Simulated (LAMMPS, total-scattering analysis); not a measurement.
## 63SiO2-13GeO2-24Nd2O3 (mol %): first clear neutron maximum against pressure

Simulated by classical molecular dynamics (LAMMPS) with the Morse and Coulomb pair potential with partial charges (Pedone, Malavasi, Menziani, Cormack and Segre, J. Phys. Chem. B 110, 11780 (2006)); about 601 atoms, sampled at 300 K, each rigid on the time of the run, cooled at 200 K/ps. The potential has fixed partial charges and no three-body term, so angles and changes of cation coordination with composition are its weak points, and some glasses come out too dense.

| pressure (GPa) | first clear neutron maximum (Å⁻¹) |
| --- | --- |
| 0 | 1.88 |
| 3 | 1.98 |
| 15 | ? |
| 25 | 2.22 |

**Task.** Fit a straight line to the known rows, say what its slope means, and predict the withheld row.

The means are x̄ = 9.3333 and ȳ = 2.027. Σ(x − x̄)(y − ȳ) = 4.6933 and Σ(x − x̄)² = 372.67, so the slope is 0.01259 and the intercept 1.909. The residuals are -0.03, +0.03, -0.00.

The fitted line rises by 0.31 Å⁻¹ over the range; the table's ends differ by 0.34.

At 15 GPa the line gives 2.10; the run gave 2.10, a miss of +0.00, 0 % of the range covered. With all rows in view, the slope between neighbours runs 0.0333, 0.01, 0.012: no steady trend, so single short runs can't tell curvature from noise.
